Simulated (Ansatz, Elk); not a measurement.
## RbTi2: X-ray structure factors from the self-consistent density

Structure refinements treat a crystal as free atoms side by side. For a made-up structure of RbTi2 (cell and positions from a r2SCAN relaxation) the runs below show what the calculated density changes in F(hkl).

Program: Elk 11.2.3 (patched build). Level of theory: DFT, PBE, all-electron APW+lo, Dirac cores, scalar-relativistic bands, static density, no spin. Results are calculated unless marked as measured.

The structure was built from a prototype and need not be the compound's stable phase.

## (1) Starting point

Symmetry: I4/mmm, No. 139, tetragonal system. Conventional cell: a = 6.789 Å, b = 6.789 Å, c = 4.532 Å, α = 90.00°, β = 90.00°, γ = 90.00°. Nearest to Rb lie 8 Ti at 3.58 Å. Nearest to Ti lie 2 Ti at 2.27 Å and 4 Rb at 3.58 Å. Farther neighbours are not listed.

## (2) Ground state and structure factors

An all-electron density is needed, since X-rays see the cores too. Task 0 finds the density and task 195 Fourier-transforms it; tshift is off so that phases refer to the origin typed.

elk.in

```
tasks
  0
  195

xctype
  20

spinpol
  .false.

rgkmax
  7.0

gmaxvr
  14.0

lmaxo
  7

lmaxapw
  8

swidth
  0.002

tshift
  .false.

ramdisk
  .false.

hmaxvr
  5.5

maxscl
  120

epspot
  1e-06

sppath
  './'

avec
  -6.41453929764 6.41453929764 4.28166207230
  6.41453929764 -6.41453929764 4.28166207230
  6.41453929764 6.41453929764 -4.28166207230

atoms
  2
  'Rb.in'
  1
  0.5000000000 0.5000000000 0.0000000000   0.000000 0.000000 0.000000
  'Ti.in'
  2
  0.2500000000 0.7500000000 0.5000000000   0.000000 0.000000 0.000000
  0.7500000000 0.2500000000 0.5000000000   0.000000 0.000000 0.000000

ngridk
  6 6 6
```

On the command line:

```console
$ OMP_NUM_THREADS=4 elk
```

Numbers of over 12 decimals in the logs are rounded to 6 here.

What it wrote:

```text
┌─────────────────────────┐
│ Elk code version 11.2.3 │
└─────────────────────────┘

All units are atomic (Hartree, Bohr, etc.)

┌─────────────────────────────────────────────────┐
│ Ground-state run starting from atomic densities │
└─────────────────────────────────────────────────┘

Lattice vectors :
  -6.414539298       6.414539298       4.281662072
   6.414539298      -6.414539298       4.281662072
   6.414539298       6.414539298      -4.281662072

Reciprocal lattice vectors :
 -0.1458634408E-16  0.4897612296      0.7337320416
  0.4897612296     -0.1458634408E-16  0.7337320416
  0.4897612296      0.4897612296     -0.1818370931E-17

Unit cell volume      :    704.6984551
Brillouin zone volume :   0.3519948307

Muffin-tin inner radius fraction :   0.1000000000E-01

Nuclei treated as point charges

Species : 1 (Rb)
 parameters loaded from : Rb.in
 name : rubidium
 nuclear charge    :   -37.00000000
 electronic charge :    37.00000000
 atomic mass :    155798.2686
 muffin-tin radius :    2.600000000
 number of radial points in muffin-tin :   1193
 inner part over the whole radius :   0.9947532429E-02
 number on inner part of muffin-tin    :    847
 approximate nuclear radius :   0.7999050501E-04
 number of mesh points to nuclear radius :    413
 atomic positions (lattice), magnetic fields (Cartesian) :
  1 :   0.50000000  0.50000000  0.00000000    0.00000000  0.00000000  0.00000000

Species : 2 (Ti)
 parameters loaded from : Ti.in
 name : titanium
 nuclear charge    :   -22.00000000
 electronic charge :    22.00000000
 atomic mass :    87256.20317
 muffin-tin radius :    2.115831036
 number of radial points in muffin-tin :    993
 inner part over the whole radius :   0.9893522947E-02
 number on inner part of muffin-tin    :    696
 approximate nuclear radius :   0.6805665174E-04
 number of mesh points to nuclear radius :    327
 atomic positions (lattice), magnetic fields (Cartesian) :
  1 :   0.25000000 -0.25000000  0.50000000    0.00000000  0.00000000  0.00000000
  2 :  -0.25000000  0.25000000  0.50000000    0.00000000  0.00000000  0.00000000

Total number of atoms per unit cell :    3
Total muffin-tin volume :    152.9748486
 ratio of muffin-tin to unit cell volume :   0.2170784503

Spin treatment :
 spin-unpolarised

Number of Bravais lattice symmetries :   16
Number of crystal symmetries         :   16
Crystal has inversion symmetry
Real symmetric eigensolver will be used

k-point grid :      6     6     6
k-point offset :    0.000000000       0.000000000       0.000000000
k-point set is reduced with full crystal symmetry group
Total number of k-points :       30

Muffin-tin radius times maximum |G+k| :    7.000000000
 using average radius
Maximum |G+k| for APW functions       :    3.073922536
Maximum (1/2)|G+k|²                   :    4.724499878
Maximum |G| for potential and density :    14.00000000
Constant for pseudocharge density :    9
 order of it for each species :   16  16
 order of it for pair densities of each species (exact exchange by exxq0 0: 17) :   13   8
Radial integration step length :    1

G-vector grid sizes :     45    45    45
Number of G-vectors :    32635

Maximum angular momentum used for
 APW functions            :    8
 outer part of muffin-tin :    7
 inner part of muffin-tin :    2

Total nuclear charge    :   -81.00000000
Total core charge       :    48.00000000
Total valence charge    :    33.00000000
Total excess charge     :    0.000000000
Total electronic charge :    81.00000000

Effective Wigner radius, rₛ :    1.275880198

Number of empty states         :     12
Total number of valence states :     29
Total number of core states    :     48

Third-order local-orbitals added for an l without core states : T
Total number of local-orbitals :     44

Exchange-correlation functional :     20     0     0
 Perdew-Burke-Ernzerhof, Phys. Rev. Lett. 77, 3865 (1996)
 gradient requirement :    1
 generalised gradient approximation (GGA)

Smearing type :    3
 Fermi-Dirac
[...]
Madelung                    :     -5648.7115686597
 xc potential                :     -255.90934143382
 exchange                    :     -182.11225812272
 correlation                 :     -3.705494
 electron entropic           :    -0.21103213715230E-02
 total energy                :     -4689.4748435489

Density of states at Fermi energy :    158.6624372
 (states/Hartree/unit cell)

Estimated indirect band gap :   0.1355668942E-02
 from k-point 28 to k-point 10
Estimated direct band gap   :   0.3880091579E-02
 at k-point 15

Charges :
 core                        :    48.00000000
 valence                     :    33.00000000
 interstitial                :    4.947303544
 muffin-tins (core leakage)
  species : 1 (Rb)
   atom 1                    :    35.27862000     (  0.9372465289E-04)
  species : 2 (Ti)
   atom 1                    :    20.38703823     ( -0.1987150551E-06)
   atom 2                    :    20.38703823     ( -0.1987150551E-06)
 total in muffin-tins        :    76.05269646
 total calculated charge     :    81.00030252
 total charge                :    81.00000000
 error                       :   0.3025218588E-03

RMS change in Kohn-Sham potential (target) :   0.3319672572     (  0.1000000000E-05)
Absolute change in total energy (target)   :   0.1935780394E-02 (  0.1000000000E-03)

[... loops 3 to 16 left out ...]

┌──────────────────┐
│ Loop number : 17 │
└──────────────────┘

Energies :
 Fermi                       :     0.128463
 sum of occupied eigenvalues :     -2752.6510768194
 electron kinetic            :      4789.9559702795
 core electron kinetic       :      4615.0919966277
 Coulomb                     :     -9293.6081585600
 Coulomb potential           :     -7301.9301149297
 nuclear-nuclear             :     -504.20106645090
 electron-nuclear            :     -10285.657161881
 Hartree                     :      1496.2500697717
 Madelung                    :     -5642.6431010952
 xc potential                :     -240.67693216925
 exchange                    :     -181.53549264154
 correlation                 :     -3.702464
 electron entropic           :    -0.17276291879926E-02
 total energy                :     -4688.8918726725

Density of states at Fermi energy :    128.1568905
 (states/Hartree/unit cell)

Estimated indirect band gap :   0.1220005767E-02
 from k-point 22 to k-point 14
Estimated direct band gap   :   0.5027914202E-02
 at k-point 7

Charges :
 core                        :    48.00000000
 valence                     :    33.00000000
 interstitial                :    5.716468370
 muffin-tins (core leakage)
  species : 1 (Rb)
[...]
species : 2 (Ti)
[...]
total in muffin-tins        :    75.28353163
 total calculated charge     :    81.00023009
 total charge                :    81.00000000
 error                       :   0.2300876645E-03

RMS change in Kohn-Sham potential (target) :   0.1038781706E-06 (  0.1000000000E-05)
Absolute change in total energy (target)   :   0.1137247727E-04 (  0.1000000000E-03)

Convergence targets achieved

┌──────────────────┐
│ Loop number : 18 │
└──────────────────┘

Energies :
 Fermi                       :     0.128463
 sum of occupied eigenvalues :     -2752.6510776433
 electron kinetic            :      4789.9559690688
 core electron kinetic       :      4615.0919979374
 Coulomb                     :     -9293.6081578973
 Coulomb potential           :     -7301.9301166030
 nuclear-nuclear             :     -504.20106645090
 electron-nuclear            :     -10285.657158884
 Hartree                     :      1496.2500674378
 Madelung                    :     -5642.6430995958
 xc potential                :     -240.67693010909
 exchange                    :     -181.53549250123
 correlation                 :     -3.702464
 electron entropic           :    -0.17276299795994E-02
 total energy                :     -4688.8918730774

Density of states at Fermi energy :    128.1569400
 (states/Hartree/unit cell)

Estimated indirect band gap :   0.1220008076E-02
 from k-point 22 to k-point 14
Estimated direct band gap   :   0.5027923717E-02
 at k-point 7

Charges :
 core                        :    48.00000000
 valence                     :    33.00000000
 interstitial                :    5.716468551
 muffin-tins (core leakage)
  species : 1 (Rb)
   atom 1                    :    35.43133846     (  0.9306513494E-04)
  species : 2 (Ti)
   atom 1                    :    19.92609650     ( -0.1987533924E-06)
   atom 2                    :    19.92609650     ( -0.1987533924E-06)
 total in muffin-tins        :    75.28353145
 total calculated charge     :    81.00023009
 total charge                :    81.00000000
 error                       :   0.2300877599E-03

┌──────────────────────────────┐
│ Self-consistent loop stopped │
└──────────────────────────────┘

Wrote STATE.OUT
```

It took 12 s on 4 threads of AMD EPYC 9R45 (Zen 5), shared host; peak memory 0.18 GiB.

SFACRHO.OUT:

```text

h k l indices transformed by vhmat matrix:
   1.000000000       0.000000000       0.000000000    
   0.000000000       1.000000000       0.000000000    
   0.000000000       0.000000000       1.000000000    

      h      k      l  multipl.   |H|            Re(F)            Im(F)           |F|

      0      0      0      1   0.0000000       81.000000      0.31829182E-15   81.000000    
     -1      1      0      4  0.69262697      -5.2849631      0.10136578E-15   5.2849631    
     -1      0      1      8  0.88217276      -32.461743     -0.17114397E-13   32.461743    
     -1      1      1      4  0.97952246       67.511375     -0.46880574E-14   67.511375    
     -2      1      0     16   1.3182158      -29.470016     -0.14669483E-13   29.470016    
      0      0     -2      4   1.3852539       61.003375      0.85262311E-14   61.003375    
      1      1     -1      2   1.4674641      -1.2960433     -0.48701795E-13   1.2960433    
      2     -2      1      8   1.5487610      -2.4935829      0.29299600E-13   2.4935829    
     -1     -1      0      8   1.6227085       56.199127      0.20428176E-13   56.199127    
     -1      2      1      8   1.6423024      -27.292061      0.14669483E-13   27.292061    
      0      2     -2      8   1.7643455      -1.3101301     -0.43165549E-13   1.3101301    
     -2      3      0     16   1.9122295      -25.639583      0.14669483E-13   25.639583    
      2     -2      2      4   1.9590449       52.182553     -0.69723820E-14   52.182553    
     -1      3     -1      8   2.0180137      -1.0250630     -0.48964603E-13   1.0250630    
      0      0      3      4   2.0778809      -1.2700153      0.54094933E-13   1.2700153    
      2      0     -3     16   2.1335678       49.631015     -0.18364760E-13   49.631015    
      2     -3     -1     16   2.1485078      -24.341099     -0.14669483E-13   24.341099    
      1     -1     -3      8   2.1902788       49.182647      0.98891919E-14   49.182647
```

Elk indexes on the primitive cell of elk.in and gives |H| = 4π sin θ/λ in inverse bohr. Below, one row stands for each form hkl of the conventional cell (m members, Friedel mates merged), F is for one primitive cell and the density is static (no thermal factor). Free-atom factors are Waasmaier and Kirfel's, and R is Σm||F|−|F'||/Σm|F|.

| hkl | m | sin θ/λ (Å⁻¹) | abs F, DFT | neutral atoms | diff. |
| --- | --- | --- | --- | --- | --- |
| 110 | 4 | 0.104 | 5.285 | 4.782 | +0.503 |
| 101 | 8 | 0.133 | 32.462 | 32.470 | -0.009 |
| 200 | 4 | 0.147 | 67.511 | 67.259 | +0.252 |
| 211 | 16 | 0.198 | 29.470 | 29.448 | +0.022 |
| 220 | 4 | 0.208 | 61.003 | 60.572 | +0.431 |
| 002 | 2 | 0.221 | 1.296 | 2.420 | -1.124 |
| 310 | 8 | 0.233 | 2.494 | 2.243 | +0.251 |
| 112 | 8 | 0.244 | 56.199 | 56.883 | -0.683 |
| 301 | 8 | 0.247 | 27.292 | 27.275 | +0.017 |
| 202 | 8 | 0.265 | 1.310 | 1.764 | -0.454 |
| 321 | 16 | 0.288 | 25.640 | 25.629 | +0.010 |
| 400 | 4 | 0.295 | 52.183 | 52.042 | +0.141 |
| 222 | 8 | 0.303 | 1.025 | 1.182 | -0.157 |
| 330 | 4 | 0.312 | 1.270 | 1.043 | +0.227 |
| 312 | 16 | 0.321 | 49.631 | 49.733 | -0.102 |
| 411 | 16 | 0.323 | 24.341 | 24.331 | +0.010 |
| 420 | 8 | 0.329 | 49.183 | 49.013 | +0.169 |
| 103 | 8 | 0.339 | 23.780 | 23.788 | -0.009 |

## (3) The highest occupied states alone

An energy window below the Fermi level keeps the highest occupied states, to see at which angles they scatter; shallow core shells can lie inside it and anion s states outside. No new self-consistency is needed.

elk.in: that of step 2 with these lines changed.

```diff
@@ -1,3 +1,2 @@
 tasks
-  0
   195
@@ -40,2 +39,5 @@
 
+wsfac
+  -0.239030 0.428460
+
 sppath
```

On the command line:

```console
$ OMP_NUM_THREADS=4 elk
```

What it wrote:

```text
┌─────────────────────────────────┐
│ Elk code version 11.2.3 started │
└─────────────────────────────────┘

Info(readinput): the functional depends on the density's gradient
 muffin-tin radial points multiplied by    2.00000
 (not where nrmtscf is given)

┌────────────────────┐
│ Current task : 195 │
└────────────────────┘
Info(checkmt): changed muffin-tin radius of species 2 (Ti) from   2.4000 to   2.1158

Info(sfacrho): density structure factors written to SFACRHO.OUT

 Energy window :  -0.2390300000      0.4284600000

┌──────────────────┐
│ Elk code stopped │
└──────────────────┘
```

Run time: 3.6 s. Hardware: 4 threads; peak memory 0.18 GiB; 4.5 s of CPU time.

States within 10 eV below the Fermi level hold 9.00 electrons; any levels below the window count with the cores. Their amplitudes can exceed the total, where window and core parts have opposite phase:

| hkl | sin θ/λ (Å⁻¹) | abs F, window | abs F, all |
| --- | --- | --- | --- |
| 110 | 0.104 | 4.706 | 5.285 |
| 101 | 0.133 | 0.015 | 32.462 |
| 200 | 0.147 | 3.133 | 67.511 |
| 211 | 0.198 | 0.076 | 29.470 |
| 220 | 0.208 | 2.240 | 61.003 |
| 002 | 0.221 | 0.452 | 1.296 |
| 310 | 0.233 | 1.683 | 2.494 |
| 112 | 0.244 | 0.755 | 56.199 |
| 301 | 0.247 | 0.054 | 27.292 |
| 202 | 0.265 | 0.718 | 1.310 |

(Continued in part 2 of 2.)

[Logs are printed without paths, hosts, clocks, repeated set-up lines and the standing remarks that a program may print on its own settings, such as how far it seeks lower states.]

[Hosts, paths, dates, database ids (printed as entryN), source tags and the programs' standing remarks are cut or masked in the printed files.]
